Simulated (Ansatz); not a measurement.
**Formation energy and levels of the substitutional impurity Cu_Si in SiC (P6_3mc)**

Aim: at which Fermi levels does Cu_Si in SiC (P6_3mc) change its charge? The model is a cell of 108 host atoms with 1 Si taken out and 1 Cu put in.

Calculated with Ansatz 0.2.0; place-levels on r2SCAN runs: charge-transition levels and formation energies with image-charge correction and potential alignment at the atomic sites; PAW set soft_1.

The experiments to compare with:

For SiC, 6H (bulk crystal, literature), “Charge spill-out and work function of few-layer graphene on SiC(0001)” (2018, arxiv:1806.04908) quotes earlier work: band gap (indirect gap, experimental literature value) 3.03 eV [Literature value cited in passing in the theory part; temperature and measurement method …].

Report form: the programs' logs are mostly left out.

In doubt: warnings of the run leave room for a lower electronic state (in some of the runs), so energies may not be the lowest and differences between runs may mislead.

## (1) Starting point

The cell holds 108 atoms: 53 Si, 54 C and 1 Cu. Cell: a = 9.236 Å, b = 9.236 Å, c = 15.108 Å, α = 90.0°, β = 90.0°, γ = 120.0°. It derives from SiC (space group P6_3mc). Nearest the centre at fractional (0.667, 0.667, 0.500): Cu101 at 0.00 Å, C71 at 1.89 Å, C107 at 1.89 Å, C59 at 1.89 Å, C104 at 1.89 Å, Si77 at 3.08 Å, Si53 at 3.08 Å, Si5 at 3.08 Å.

Screening for the image-charge correction: ε∞ = (7.09, 7.09, 7.35), ε0 = (10.43, 10.43, 10.95), computed on the host (DFPT, PBEsol, on the r2SCAN cell), and a cell off the functional's own equilibrium shifts the ionic part.

The cell's shortest repeat is 9.2 Å.

## (2) The runs of each charge state

Levels follow from differences of total energies between charge states, each relaxed by itself.

Random displacements of about 0.05 Å break the site symmetry at the start, so that the relaxation can reach a distorted minimum if there is one. Forces are taken at one point at (¼, ¼, ¼). The cell holds 1 electron more than the neutral one, with a uniform background that keeps it neutral on the whole.

The sampling was tested on the host first: at the k-points planned (1x1x1 shifted 0.25 0.25 0.25) its energy lies -0.041 eV an atom from the dense-mesh value, a large miss, so this sampling is coarse for the host.

One state's input; the others differ in charge, spin, start and seed, and in occupations where the table says so.

qm1.relax/input.yaml

```yaml
crystal:
  lattice:
    - [3.07866498, 0.0, 0.0]
    - [-1.53933249, 2.66620208, 0.0]
    - [0.0, 0.0, 15.1078644]
  atoms:
    - { symbol: Si, position: [0.33333333, 0.66666667, 0.8329854] }
    - { symbol: Si, position: [0.66666667, 0.33333333, 0.3329854] }
    - { symbol: Si, position: [0.66666667, 0.33333333, 0.66650102] }
    - { symbol: Si, position: [0.33333333, 0.66666667, 0.16650102] }
    - { symbol: Si, position: [0.0, 0.0, 0.49972248] }
    - { symbol: Si, position: [0.0, 0.0, 0.99972248] }
    - { symbol: C, position: [0.0, 0.0, 0.87436694] }
    - { symbol: C, position: [0.0, 0.0, 0.37436694] }
    - { symbol: C, position: [0.33333333, 0.66666667, 0.70799668] }
    - { symbol: C, position: [0.66666667, 0.33333333, 0.20799668] }
    - { symbol: C, position: [0.66666667, 0.33333333, 0.54152848] }
    - { symbol: C, position: [0.33333333, 0.66666667, 0.04152848] }
  supercell: [3, 3, 1]
  defects: [{ substitution: { at: 100, symbol: Cu } }]
total_charge: -1
basis:
  ecutwfc: 500
  xc_grid: 2
hamiltonian:
  xc: r2scan
  pseudopotentials: { kind: paw, azcp: { folder: soft_1 } }
kpoints:
  mp_grid: { grid: [1, 1, 1], shift: [0.25, 0.25, 0.25] }
scf:
  occupations: { method: fixed }
  max_iter: 60
output:
  forces: true
  charged_corrections:
    epsilon: [7.09, 7.09, 7.35]
    static_epsilon: [10.43, 10.43, 10.95]
relax:
  f_tol: 0.02
  max_steps: 80
  random_displacement: { amplitude: 0.05, seed: 5331 }
checkpoint:
  write: "../qm1.relax.run"
  compress: false
  write_wavefunctions: true
  write_every: 100000
```

The run is started by

```sh
$ ansatz run input.yaml --threads 4 --pin off --max-ram 15073MiB --backend cpu --events-out ev --progress --plain --runs-dir out
```

The relaxed structure is kept and the sampling changed to a 2×2×2 shifted mesh.

The run of this state that the levels use, under r2SCAN:

qm1.point/input.yaml

```yaml
crystal:
  checkpoint: "../qm1.relax.run"
  host: checkpoint
total_charge: -1
basis:
  ecutwfc: 500
  xc_grid: 2
hamiltonian:
  xc: r2scan
  pseudopotentials: { kind: paw, azcp: { folder: soft_1 } }
kpoints:
  mp_grid: { grid: [2, 2, 2], shift: [0.5, 0.5, 0.5] }
scf:
  occupations: { method: fermi_dirac, width: 0.01 }
  max_iter: 60
output:
  forces: true
  eigenvalues: true
  charged_corrections:
    epsilon: [7.09, 7.09, 7.35]
    static_epsilon: [10.43, 10.43, 10.95]
    defect_position: [0.666667, 0.666667, 0.499722]
  eigenstates: { localisation: true }
  populations: true
  band_densities: [{ bands: [v1, v1] }, { bands: [c1, c1] }]
  write_density: true
  write_potential: true
  volumetric_format: npy
  elf: true
checkpoint:
  read: "../qm1.relax.run"
  write: "../qm1.point.run"
  compress: false
  write_wavefunctions: false
  write_every: 100000
```

Relaxations under r2SCAN at one point at (¼, ¼, ¼); times on 4 threads of Arm Neoverse V2, shared host:

| charge | moment (μB) | occupations | outcome | steps | largest displacement against the far atoms (Å) | time |
| --- | --- | --- | --- | --- | --- | --- |
| −1 | 0 | fixed | converged | 16 | 0.14 | 10 min |
| −1 | 2 | fixed | converged | 6 | 0.13 | 8.5 min |
| 0 | 1 | fixed | converged | 6 | 0.12 | 8.6 min |
| +1 | 0 | fixed | converged | 7 | 0.13 | 4.6 min |
| +1 | 2 | fixed | converged | 6 | 0.11 | 8.4 min |

Single points under r2SCAN at a 2×2×2 shifted mesh; times on 4 threads of Arm Neoverse V2, shared host:

| charge | moment (μB) | occupations | outcome | time |
| --- | --- | --- | --- | --- |
| −1 | 0 | fermi-dirac | converged | 4.6 min |
| −1 | 2 | fermi-dirac | converged | 11 min |
| 0 | 1 | fermi-dirac | converged | 11 min |
| +1 | 0 | fermi-dirac | converged | 4 min |
| +1 | 2 | fermi-dirac | converged | 9.3 min |

Distances (Å) from Cu101 to the nearest atoms after relaxation with r2SCAN:

| charge | moment (μB) | 1. | 2. | 3. | 4. | 5. | 6. |
| --- | --- | --- | --- | --- | --- | --- | --- |
| −1 | 0 | C 1.99 | C 1.99 | C 2.00 | C 2.00 | Si 3.01 | Si 3.05 |
| −1 | 2 | C 1.97 | C 1.97 | C 2.02 | C 2.03 | Si 3.01 | Si 3.01 |
| 0 | 1 | C 1.98 | C 1.99 | C 2.00 | C 2.01 | Si 3.05 | Si 3.05 |
| +1 | 0 | C 1.94 | C 1.94 | C 2.02 | C 2.05 | Si 2.99 | Si 3.00 |
| +1 | 2 | C 1.98 | C 1.99 | C 1.99 | C 2.00 | Si 3.06 | Si 3.06 |

## (3) Levels against the band edges, r2SCAN

A charged cell interacts with its images and the background, and its potential has another zero than the host's. place-levels removes the first by a point-charge model, screened by the static dielectric constant since the ions have relaxed around the charge, and the second by comparing potentials at atoms far from the defect.

The host is a run of the defect-free crystal in the same cutoffs, grids and k-points, so that basis and sampling errors cancel in part in the differences. The host is run in a cell of 12 atoms on a matching mesh. Its band edges are searched through the zone by a band path, so the gap is smaller than, or equal to, that on the mesh. Chemical potentials are energies per atom of Si (diamond) and Cu (fcc), run with the same functional and cutoff.

levels.point.yaml

```yaml
host:
  run: host.point.run
states: [qm1.point.run, qm1_M2.point.run, q0_M1.point.run, qp1.point.run, qp1_M2.point.run]
geometry_from:
  qm1.point.run: qm1.relax.run
  qm1_M2.point.run: qm1_M2.relax.run
  q0_M1.point.run: q0_M1.relax.run
  qp1.point.run: qp1.relax.run
  qp1_M2.point.run: qp1_M2.relax.run
  host.point.run: host.relax.run
chemical_potentials:
  Si:
    energy: -639.06578
    dataset: <sha256 of the dataset>
  Cu:
    energy: -6631.253193
    dataset: "<sha256 of the dataset>"
epsilon: [7.09, 7.09, 7.35]
static_epsilon: [10.43, 10.43, 10.95]
vertical:
  - { from: qm1.point.run, to: qm1.point_neutral.run }
  - { from: qm1_M2.point.run, to: qm1_M2.point_neutral.run }
  - { from: qp1.point.run, to: qp1.point_neutral.run }
  - { from: qp1_M2.point.run, to: qp1_M2.point_neutral.run }
```

The run is started by

```sh
$ ansatz place-levels levels.point.yaml -- --threads 4 --pin off --max-ram 15073MiB
```

The job ended after 0.81 s (4 threads of Arm Neoverse V2, shared host).

Levels between the charges placed, in eV above the valence top:

|  | gap (eV) | (+1/0) | (0/−1) |
| --- | --- | --- | --- |
| r2SCAN | 2.37 | 0.14 | 0.86 |

Corrections by state:

| charge | moment (μB) | image terms and alignment (eV) | band filling (eV) | ε used | over the lowest of its charge, as the program ranks them, band filling apart (eV) |
| --- | --- | --- | --- | --- | --- |
| +1 | 2.0 | 0.149 | - | principal values (10.43, 10.43, 10.95) | 0.000 |
| 0 | 1.0 | 0.000 | - | - | 0.000 |
| −1 | 2.0 | 0.130 | - | principal values (10.43, 10.43, 10.95) | 0.000 |
| +1 | 0.0 | 0.145 | - | principal values (10.43, 10.43, 10.95) | 0.155 |
| −1 | 0.0 | 0.150 | - | principal values (10.43, 10.43, 10.95) | 0.258 |

The charged structures listed were also run neutral, and place-levels reads from each pair, by the potential or the spins, how wide the charge is by which they differ; that can be the carrier of either run.

| charge | rms radius (Å) | spread where it is widest against the cell (Å) | wide from (Å) | reading |
| --- | --- | --- | --- | --- |
| +1 | 3.2 | 1.77 | 1.39 | wide |
| −1 | 2.6 | 1.43 | 1.39 | wide |

The neutral runs of these pairs need not share the spin of the lowest neutral state, and very wide values only mean spread over the cell.

From the program's caveats on the states, each cut to its opening words:

- charge +1 (2 μB): it parts from the run at its places by a charge that spreads by about 1.8 Å along one vector (1.4 Å or more is wide), by its potential at epsilon [7.09, 7.09, [...]
- charge +1 (2 μB): the host's ions (past the first shell or, of a walk that freed a part, those that it held) aren't shown at rest: they stand up to 0.041 Å off their sites, 0.71 [...]
- charge +1 (2 μB), 0 (1 μB), −1 (2 μB): flagged: stability check not made
- charge −1 (2 μB): it parts from the run at its places by a charge that spreads by about 1.4 Å along one vector (1.4 Å or more is wide), by its potential at epsilon [7.09, 7.09, [...]
- charge −1 (2 μB): the host's ions (past the first shell or, of a walk that freed a part, those that it held) aren't shown at rest: they stand up to 0.026 Å off their sites, 0.60 [...]
- charge +1: it parts from the run at its places by a charge that spreads by about 1.6 Å along one vector (1.4 Å or more is wide), by the spins about the atoms, where the [...]
- charge +1: the host's ions (past the first shell or, of a walk that freed a part, those that it held) aren't shown at rest: they stand up to 0.042 Å off their sites, 0.41 [...]
- charge −1: the host's ions (past the first shell or, of a walk that freed a part, those that it held) aren't shown at rest: they stand up to 0.065 Å off their sites, 0.56 [...]

The host's formation energy from the elements is -0.356 eV per atom; it sets how far the chemical potentials can move.

Limit set by the element alone; other compounds of these elements are not counted. Chemical potentials from the elements' reference states: C 0.00 eV, Si -0.71 eV, Cu 0.00 eV. Formation energy by charge state (C-rich; gap 2.37 eV):

| charge | at valence top (eV) | at conduction bottom (eV) | correction included (eV) |
| --- | --- | --- | --- |
| +1 | 4.55 | 6.92 | 0.15 |
| 0 | 4.69 | 4.69 | 0.00 |
| −1 | 5.55 | 3.19 | 0.13 |

| Fermi level (eV) | lowest formation energy (eV) |
| --- | --- |
| 0.00 | 4.55 |
| 0.22 | 4.69 |
| 0.43 | 4.69 |
| 0.65 | 4.69 |
| 0.86 | 4.69 |
| 1.08 | 4.48 |
| 1.29 | 4.26 |
| 1.51 | 4.05 |
| 1.72 | 3.83 |
| 1.94 | 3.62 |
| 2.15 | 3.40 |
| 2.37 | 3.19 |

Limit set by the element alone; other compounds of these elements are not counted. Chemical potentials from the elements' reference states: Si 0.00 eV, C -0.71 eV, Cu 0.00 eV. Formation energies (Si-rich), with the Fermi level at the valence top and at the conduction bottom (gap 2.37 eV):

| charge | at valence top (eV) | at conduction bottom (eV) | correction included (eV) |
| --- | --- | --- | --- |
| +1 | 5.27 | 7.63 | 0.15 |
| 0 | 5.41 | 5.41 | 0.00 |
| −1 | 6.27 | 3.90 | 0.13 |

```json
{"Fermi level (eV)": "0.00", "lowest formation energy (eV)": "5.27"}
{"Fermi level (eV)": "0.22", "lowest formation energy (eV)": "5.41"}
{"Fermi level (eV)": "0.43", "lowest formation energy (eV)": "5.41"}
{"Fermi level (eV)": "0.65", "lowest formation energy (eV)": "5.41"}
{"Fermi level (eV)": "0.86", "lowest formation energy (eV)": "5.41"}
{"Fermi level (eV)": "1.08", "lowest formation energy (eV)": "5.19"}
{"Fermi level (eV)": "1.29", "lowest formation energy (eV)": "4.97"}
{"Fermi level (eV)": "1.51", "lowest formation energy (eV)": "4.76"}
{"Fermi level (eV)": "1.72", "lowest formation energy (eV)": "4.54"}
{"Fermi level (eV)": "1.94", "lowest formation energy (eV)": "4.33"}
{"Fermi level (eV)": "2.15", "lowest formation energy (eV)": "4.11"}
{"Fermi level (eV)": "2.37", "lowest formation energy (eV)": "3.90"}
```

## (4) Effect of the sampling

The relaxations' own energies give the levels at their sampling, for comparison.

levels.relax_mesh.yaml

```yaml
host:
  run: host.relax.run
states: [qm1.relax.run, qm1_M2.relax.run, q0_M1.relax.run, qp1.relax.run, qp1_M2.relax.run]
chemical_potentials:
  Si:
    energy: -639.06578
    dataset: <sha256 of the dataset>
  Cu:
    energy: -6631.253193
    dataset: "<sha256 of the dataset>"
```

The run is started by

```sh
$ ansatz place-levels levels.relax_mesh.yaml -- --threads 4 --pin off --max-ram 15073MiB
```

The job ended after 0.22 s (4 threads).

Levels between neighbouring charges, in eV above the valence top:

|  | gap (eV) | (+1/0) | (0/−1) |
| --- | --- | --- | --- |
| one point at (¼, ¼, ¼) | 2.38 | 0.04 | 0.70 |
| a 2×2×2 shifted mesh | 2.37 | 0.14 | 0.86 |

Going from one point at (¼, ¼, ¼) to a 2×2×2 shifted mesh moves the levels that carry no band-filling term by up to 0.15 eV and formation energies against the elements by up to 0.34 eV.

## (5) What came out

```
gap of the host                                                          : 2.37 eV (r2SCAN)
level (plus 1/0)                                                         : 0.14 eV above the valence top
level (0/minus 1)                                                        : 0.86 eV above the valence top
lowest of the charges placed, just above the valence top (0.02 eV)       : +1
lowest of the charges placed, just below the conduction bottom (0.02 eV) : −1
lowest formation energy at mid-gap of the charges run, C-rich            : 4.37 eV
lowest formation energy at mid-gap of the charges run, Si-rich           : 5.08 eV
```

In words: Of the charges placed (−1, 0 and +1), the lowest changes at 0.14 eV (+1/0) and 0.86 eV (0/−1) above the valence top, in a gap of 2.37 eV. (+1/0) lies nearer to a band edge than the share of the finite-size correction in it (0.15 eV), and that correction holds for a localised charge alone. (+1/0) lies 0.14 eV from a band edge, less than the doubt on such levels. Charges above +1 and below −1 were not placed, so these runs say nothing of levels that involve them. States placed: +1 at 2 μB and 0 μB; 0 at 1 μB; −1 at 2 μB and 0 μB. Other spin states or structures, where not listed, weren't placed. Cu is taken at its element; compounds, which aren't counted here, bound the chemical potentials and would shift these formation energies. Going from one point at (¼, ¼, ¼) to a 2×2×2 shifted mesh moves the levels that carry no band-filling term by up to 0.15 eV and formation energies against the elements by up to 0.34 eV. Keep in mind: r2SCAN makes the gap too small and tends to spread out bound carriers; force components of up to 0.78 eV/Å remain in a run at the final settings.

Calculation against experiment:

| quantity | measured | r2SCAN |
| --- | --- | --- |
| band gap (least gap of the host) (eV) | 3.03 | 2.37 (-0.66 eV) |

Measured values from arxiv:1806.04908 (2018).

Verdict: The band gap is off by -0.66 eV. Local and semilocal functionals usually give gaps below the measured ones. Zero-point and thermal motion shift the measured gap.

[Logs are printed without paths, hosts, clocks, repeated set-up lines and the standing remarks that a program may print on its own settings, such as how far it seeks lower states.]

[Hosts, paths, dates, database ids (printed as entryN), source tags and the programs' standing remarks are cut or masked in the printed files.]

[Where a table of states has a column of steps, it counts the stored structures, which are thinned; the runs took as many ionic steps or more.]

[A defect's name tells the site on which it was built; relaxed atoms can leave that site.]

[For some hosts the program warned that the k-mesh of the response run may be too coarse for force constants and the static dielectric constant; such warnings are not shown here.]
